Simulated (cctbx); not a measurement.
# Interatomic vectors of ZnSbRh

Space group P4/nmm (no. 129, origin choice 1), a = 3.9070 Å, b = 3.9070 Å, c = 6.8310 Å, α = 90.00°, β = 90.00°, γ = 90.00°, content Sb2 Rh2 Zn2.

Simulated single-crystal data (cctbx): Mo Kα, λ = 0.71073 Å, to d = 0.77 Å, 70 % of the full sphere, strongest reflection 40000 counts, noise from counting, a 3 % proportional error and a noise floor of 8 counts (s.d.); no absorption.

Patterson synthesis, origin scaled to 1000:

```text
Patterson group P 4/m m m
      u       v       w   height  length (A)
  0.000   0.000   0.000   1000.0     0.00
  0.500   0.500   0.087    440.2     2.83
  0.000   0.000   0.401    410.2     2.74
  0.500   0.500   0.500    343.1     4.39
  0.000   0.500   0.318    296.5     2.92
  0.500   0.500   0.308    246.6     3.47
  0.087   0.273   0.000     -0.7     1.12
  0.116   0.116   0.109     -2.5     0.98
  0.085   0.085   0.500     -5.0     3.45
  0.000   0.500   0.000     -6.1     1.95
  0.000   0.000   0.193     -7.2     1.32
  0.239   0.384   0.302     -8.0     2.72
  0.000   0.199   0.271    -11.4     2.01
  0.000   0.330   0.500    -12.4     3.65
```

Q: Assign the vectors.

A peak at u stands for all pairs with xi − xj = u, with weight Σ ZiZj against Σ Z² = 11052 at the origin. Peak heights follow these weights only roughly, since form factors, motion and series ripples differ, all vectors within 0.55 Å of a peak are counted as merged into it though the farther ones add only part of their weight, and F(000) is left out, which lowers the whole map:

| u | v | w | shortest length (Å) | height | 1000 ΣZiZj/ΣZ² | pairs in the cell |
| --- | --- | --- | --- | --- | --- | --- |
| 0.500 | 0.500 | 0.087 | 2.83 | 440 | 415 | 2 × Sb–Rh |
| 0.000 | 0.000 | 0.401 | 2.74 | 410 | 415 | 2 × Sb–Rh |
| 0.500 | 0.500 | 0.500 | 4.39 | 343 | 366 | 2 × Rh–Rh |
| 0.000 | 0.500 | 0.318 | 2.92 | 296 | 521 | 2 × Sb–Zn, 2 × Rh–Zn |
| 0.500 | 0.500 | 0.308 | 3.47 | 247 | 235 | 1 × Sb–Sb |

The table stops at ten peaks or at a height of 45, below which ripples compete. In the model behind the data Sb, the heaviest element, has 1 independent site: (1/2, 0, 0.6535), up to an allowed shift of origin; the Sb–Sb vectors are differences of these positions and their symmetry mates. Elements of similar Z can't be told apart from the map alone. The whole model:

| atom | mult. | x | y | z | Ueq (Å²) |
| --- | --- | --- | --- | --- | --- |
| Sb1 | 2 | 1/2 | 0 | 0.6535 | 0.0151 |
| Rh1 | 2 | 1/2 | 0 | 0.2518 | 0.0179 |
| Zn1 | 2 | 1/2 | 1/2 | 0 | 0.0226 |

The model was made for the exercise: a known structure type with other elements put in, its volume estimated, not relaxed; displacement parameters are assumed.

[Logs are printed without paths, hosts, clocks, repeated set-up lines and the standing remarks that a program may print on its own settings, such as how far it seeks lower states.]
